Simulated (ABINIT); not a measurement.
Planning a run of ABINIT 10.8.3 on TiO2 (Rutile). The input:

```
acell 3*1.0 Angstrom
rprim 
  4.592200000000 0.000000000000 0.000000000000
  0.000000000000 4.592200000000 0.000000000000
  0.000000000000 0.000000000000 2.957400000000
ntypat 2
znucl 22 8
natom 6
typat 1 1 2 2 2 2
xred 
  0.000000000000 0.000000000000 0.000000000000
  0.500000000000 0.500000000000 0.500000000000
  0.304960000000 0.304960000000 0.000000000000
  0.195040000000 0.804960000000 0.500000000000
  0.695040000000 0.695040000000 0.000000000000
  0.804960000000 0.195040000000 0.500000000000
pp_dirpath "pseudos"
pseudos "Ti.upf, O.upf"
ecut 38
ngkpt 4 4 4
nshiftk 1
shiftk 0 0 0
kptopt 1
chksymbreak 0
iscf -2
irdden 1
istwfk *1
nband 91
nbdbuf 8
tolwfr 1e-09
nstep 60
prtvol 0
indata_prefix "in"
outdata_prefix "out"
tmpdata_prefix "tmp"
```

```sh
OMP_NUM_THREADS=1 mpirun -n 4 abinit run.abi > log
```

**Question.** Estimate wall time and host memory on 4 MPI ranks of Arm Neoverse V1, shared host.

It took 56 s; on shared hardware allow 28 s to 1.9 min. Peak host memory was 0.39 GiB.

[Paths, hosts, dates, memory and timing lines, banners, echoed tables and standing remarks are left out of the program output.]

[Logs are printed without paths, hosts, clocks, repeated set-up lines and the standing remarks that a program may print on its own settings, such as how far it seeks lower states.]

[Runs of the session that timed out or met a known fault of the program may be left out.]

[Hosts, paths, dates, database ids (printed as entryN), source tags and the programs' standing remarks are cut or masked in the printed files.]

[G0W0 gaps are taken among the corrected bands and points alone; a level outside them can change the order at an edge.]

[Where Ansatz stands beside ABINIT at settings called matched, ABINIT's density can come from a denser mesh and the files from another edition; pairs whose starting gaps differed by over 0.03 eV were left out, so agreement reads better than it is.]
